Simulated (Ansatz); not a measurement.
# G0W0 on several functionals: Na2CaMgP2O8 (P-3m1), part 2 of 2

How much of the starting functional survives in the G0W0 gap of Na2CaMgP2O8 (P-3m1)?

Ansatz 0.2.0; G0W0 on several functionals, plane waves, PAW. Known limits of the many-body steps: not at the basis limit; coarse k mesh.

So far. Step 2 (G0W0 on LDA): The gap on the mesh goes from 3.03 eV to 5.35 eV, a correction of +2.33 eV. Between the two edge states, bare exchange in place of the xc potential would open the gap by 10.12 eV, and correlation takes back 7.79 eV.

In doubt: masses and optical values from hybrid runs of this build are listed as unsure (step 4), which bears on the screening that GW takes from such a start.

## (3) G0W0 on r2SCAN

The same correction from a different start measures what one shot leaves open.

This step: G0W0 on r2SCAN, plane waves, PAW.

input.yaml

```yaml
crystal:
  lattice:
    - [5.309, 0.0, 0.0]
    - [-2.6545, 4.5977288687, 0.0]
    - [0.0, 0.0, 7.237]
  atoms:
    - { symbol: Na, position: [0.3333333333, 0.6666666667, 0.7042996018] }
    - { symbol: Na, position: [0.6666666667, 0.3333333333, 0.2957003982] }
    - { symbol: Ca, position: [0.0, 0.0, 0.5] }
    - { symbol: Mg, position: [0.0, 0.0, 0.0] }
    - { symbol: P, position: [0.3333333333, 0.6666666667, 0.1970762484] }
    - { symbol: P, position: [0.6666666667, 0.3333333333, 0.8029237516] }
    - { symbol: O, position: [0.3333333333, 0.6666666667, -0.0106699007] }
    - { symbol: O, position: [0.6666666667, 0.3333333333, 1.0106699007] }
    - { symbol: O, position: [0.174395379, 0.825604621, 0.271664958] }
    - { symbol: O, position: [0.174395379, 0.3487907579, 0.271664958] }
    - { symbol: O, position: [0.6512092421, 0.825604621, 0.271664958] }
    - { symbol: O, position: [0.825604621, 0.174395379, 0.728335042] }
    - { symbol: O, position: [0.3487907579, 0.174395379, 0.728335042] }
    - { symbol: O, position: [0.825604621, 0.6512092421, 0.728335042] }
kpoints:
  mp_grid: { grid: [6, 6, 2] }
hamiltonian:
  xc: r2scan
scf:
  occupations: { method: fixed }
gw:
  n_empty_bands: 377
  ecut_chi: 96
  qp_bands: [v4, c4]
  qp_kpoints: band_edges
  screening: { model: contour_deformation }
```

Command:

```sh
> ansatz run input.yaml --threads 3 --pin off --max-ram 92160MiB --backend cuda --events-out ev --progress --plain --runs-dir out --devices 1 --max-vram 13GiB  # rebuilt from the run's record
```

Numbers of over 12 decimals in the logs are rounded to 6 here.

The log of the run:

```text
GPUs: using 1 of 1 available (devices: 1).
[...]
GPU FFT provider: cuFFT
GPU libraries: cuBLAS 13.8.2, cuFFT 12.4.0, cuSOLVER 12.3.4
Crystal: 14 atoms, lattice volume = 176.650 Å³
Basis set: ecut = 500 eV, 4503 PW (Γ), exchange–correlation on 160×160×216 points (64 copies of the dense FFT grid, shifted against one another)
Bands: 62, of which v1, the nominal top of the filled ones, is band 48 counted from 1 (47 counted from 0)
Symmetry: 12 space group operations
[...]
k-points: 14 of 72
[...]
GPU buffer pool allocated for 86400 grid points (all kernels)
[...]
SCF iter   1: F=—  HF=-12807.155634 eV  |F-HF|=—  |Δ(HF+E_count)|=         —  Δρ=9.28e-3  dr2=1.40e-1  dr2_τ=9.76e-1  ethr=1.77e-3  ⟨swp⟩=5.6  Hψ=3364  notcnv=0  defer=162
[...]
SCF iter   8: F=-12807.436660 eV  HF=-12807.436660 eV  |F-HF|=7.46e-11  |Δ(HF+E_count)|=   6.92e-9  Δρ=4.21e-6  dr2=3.13e-8  dr2_τ=3.58e-9  ethr=1.04e-10  ⟨swp⟩=20.0  Hψ=5913  notcnv=0
SCF 1 converged in 8 iterations: F = -12807.436660 eV  dr2 = 3.13e-8
[...]
NSCF: frozen V_eff on 14 k-points
[...]
G₀W₀ screening: q 1/14
[... further progress lines ...]
SCF converged after 8 iterations
Free energy (F): -12807.436660 eV
[...]
Internal energy: -12807.436660 eV  (E = F + TS)
E sigma→0 (E₀):  -12807.436660 eV
Fermi energy:    4.350519 eV
[...]
--- Band table (eV; the first three rows and the last of 14) ---
  k-point 0: bands = [... 44 lower, 4.2342, 4.2937, 4.3184, 4.3184, 8.2550, 10.6907, 11.4560, 11.4560, ... 10 higher]
  k-point 1: bands = [... 44 lower, 4.2457, 4.2781, 4.2781, 4.2821, 9.4084, 9.4659, 11.3212, 11.3212, ... 10 higher]
  k-point 2: bands = [... 44 lower, 4.0700, 4.1248, 4.2036, 4.3505, 8.5853, 10.8711, 11.2962, 11.6003, ... 10 higher]
  k-point 13: bands = [... 44 lower, 3.9855, 3.9990, 3.9990, 4.0712, 10.7444, 10.9040, 10.9040, 11.6805, ... 10 higher]
[...]
0    45      4.2342   -26.5785     4.2593   -21.3395  0.8003     3.2453     3.2546  root
     0    46      4.2937   -26.6871     4.2620   -21.4609  0.8003     3.3205     3.3295  root
     0    47      4.3184   -26.1300     4.1524   -20.9530  0.7988     3.2829     3.2938  root
     0    48      4.3184   -26.1300     4.1524   -20.9530  0.7988     3.2829     3.2938  root
     0    49      8.2550    -5.5938    -3.1647    -9.5592  0.8720     9.0595     9.0557  root
     0    50     10.6907    -7.0287    -3.5616   -11.9018  0.8517    12.0162    12.0021  root
     0    51     11.4560    -7.0494    -4.1489   -13.2665  0.8494    13.5652    13.5241  root
     0    52     11.4560    -7.0494    -4.1489   -13.2665  0.8494    13.5652    13.5241  root
[...]
13    49     10.7444    -7.1942    -3.3853   -11.6111  0.8477    11.7847    11.7759  root
    13    50     10.9040    -5.8213    -3.4480   -10.5882  0.8604    12.2369    12.2229  root
    13    51     10.9040    -5.8213    -3.4480   -10.5882  0.8604    12.2369    12.2229  root
    13    52     11.6805    -6.6245    -4.0574   -12.4785  0.8500    13.5088    13.4769  root
```

Wall time 56 s (1 × NVIDIA H100 80GB HBM3 (shared by 6 runs) with 3 threads of AMD EPYC 7R13 (Zen 3), shared host); peak memory 2.3 GiB.

This step gave:

| Property | Result |
| --- | --- |
| bands summed | 425 |
| RPA ε∞ on this mesh (eigenvalues) | 2.428, 2.428, 2.492 |
| plane waves in the screening matrix | 401 |
| q-points in the mesh | 72 |
| G0W0 gap on the mesh | 5.708 eV |
| k of the valence top | 0, 0.1667, 0 |
| k of the conduction bottom | 0, 0, 0 |
| starting gap on the mesh | 3.904 eV |
| Z at the valence top | 0.7989 |
| Z at the conduction bottom | 0.8720 |
| least direct G0W0 gap on the computed points | 5.726 eV |

Against the run with 6×6×2 mesh, 377 empty bands, screening to 96 eV on LDA, the gap moves by +0.35 eV, while the start moved by +0.88 eV.

## (4) G0W0 on HSE06

This step: G0W0 on HSE06, plane waves, PAW.

input.yaml, as its differences from that of step 3:

```diff
@@ -23,3 +23,3 @@
 hamiltonian:
-  xc: r2scan
+  xc: hse06
 scf:
```

The log of the run:

```text
GPUs: using 1 of 1 available (devices: 1).
[...]
davidson cushion auto → on  (no smearing: the cushion is to keep the highest requested band from converging to the state above it; pin scf.eigensolver.cushion to override)
[...]
GPU FFT provider: cuFFT
GPU libraries: cuBLAS 13.8.2, cuFFT 12.4.0, cuSOLVER 12.3.4
Crystal: 14 atoms, lattice volume = 176.650 Å³
Basis set: ecut = 420 eV, 3439 PW (Γ)
[...]
0    51     12.0089    -6.5568    -3.8031   -11.9384  0.8679    13.6042    13.5873  root
     0    52     12.0089    -6.5568    -3.8031   -11.9384  0.8679    13.6042    13.5873  root
[...]
13    49     10.8067    -7.0653    -3.2856   -11.4386  0.8627    11.9021    11.8944  root
    13    50     11.2512    -5.3779    -3.2028    -9.5674  0.8770    12.2437    12.2379  root
    13    51     11.2512    -5.3779    -3.2028    -9.5674  0.8770    12.2437    12.2379  root
    13    52     12.1676    -6.1364    -3.7034   -11.1503  0.8687    13.4899    13.4782  root
[key lines of the parts left out:]
Free energy (F): -12778.728494 eV
Fermi energy:    3.550615 eV
```

Wall time 98 s (1 × NVIDIA H100 80GB HBM3 (shared by 6 runs) with 3 threads); peak memory 2.8 GiB; 2.4 min of CPU time.

This step gave:

- bands summed: 425
- RPA ε∞ on this mesh (eigenvalues): 2.280, 2.280, 2.319
- plane waves in the screening matrix: 401
- G0W0 gap on the mesh: 6.133 eV
- k of the valence top: 0, 0.1667, 0
- k of the conduction bottom: 0, 0, 0
- starting gap on the mesh: 4.863 eV
- least direct G0W0 gap on the computed points: 6.160 eV

Against the run with 6×6×2 mesh, 377 empty bands, screening to 96 eV on r2SCAN, the gap moves by +0.42 eV, while the start moved by +0.96 eV.

## (5) The starts together

All on the 6×6×2 mesh with 377 empty bands and screening to 96 eV. Times are wall times on 1 × NVIDIA H100 80GB HBM3 (shared by 6 runs) with 3 threads of AMD EPYC 7R13 (Zen 3), shared host, good to a factor of about two.

```csv
start,starting gap (eV),shift (eV),G0W0 gap (eV),RPA ε∞ (harmonic mean),"Z (valence, conduction)",time
LDA,3.03,+2.33,5.35,2.73,"0.78, 0.86",56 s
r2SCAN,3.90,+1.80,5.71,2.45,"0.80, 0.87",56 s
HSE06,4.86,+1.27,6.13,2.29,"0.82, 0.88",98 s
```

The parts of the quasiparticle energy at the two band edges (eV; QP = start + Σx + Σc − Vxc):

```csv
run,edge,start,Σx,Σc,Vxc,Z,QP
LDA,valence top,4.39,-26.23,4.41,-20.76,0.78,3.33
LDA,conduction bottom,7.42,-6.12,-3.38,-10.76,0.86,8.69
r2SCAN,valence top,4.35,-26.31,4.19,-21.12,0.80,3.35
r2SCAN,conduction bottom,8.26,-5.59,-3.16,-9.56,0.87,9.06
HSE06,valence top,3.55,-26.30,3.90,-21.89,0.82,3.04
HSE06,conduction bottom,8.41,-5.55,-3.07,-9.38,0.88,9.17
```

For a hybrid start, Vxc holds its share of exact exchange.

## (6) What came out

| Quantity | Value |
| --- | --- |
| G0W0@LDA | 5.35 eV (start 3.03 eV) |
| G0W0@r2SCAN | 5.71 eV (start 3.90 eV) |
| G0W0@HSE06 | 6.13 eV (start 4.86 eV) |
| known limits | not at the basis limit; coarse k mesh |

In words: The starting gaps span 1.83 eV and the G0W0 gaps 0.78 eV. Between LDA and HSE06, 0.78 eV of the 1.83 eV survives, 42 %. HSE06 screens less than LDA (ε∞ 2.29 against 2.73). Of the 0.78 eV by which its G0W0 gap is higher, the correlation part gives +0.83 eV, and exchange with the one-particle terms, which follow the orbitals, −0.05 eV. The smallest correction, +1.27 eV, is on HSE06, the start nearest to reproducing itself. Bands and cutoff are finite, so the gap is not at the basis limit. The miss can reach some tenths of an eV and take either sign; the mesh is an error of its own. The 6×6×2 mesh is coarse for this cell (its supercell is 14 Å along the shortest edge). The RPA ε∞ on it, from the LDA start, is 2.71 and 2.77; such meshes misread the long-range screening, most where the gap is narrow.

[Paths, hosts, dates, memory and timing lines, banners, echoed tables and standing remarks are left out of the program output.]

[Logs are printed without paths, hosts, clocks, repeated set-up lines and the standing remarks that a program may print on its own settings, such as how far it seeks lower states.]

[Runs of the session that timed out or met a known fault of the program may be left out.]

[Cells called generated may have been cut or substituted from an entry of the Crystallography Open Database or the Materials Project.]

[Hosts, paths, dates, database ids (printed as entryN), source tags and the programs' standing remarks are cut or masked in the printed files.]
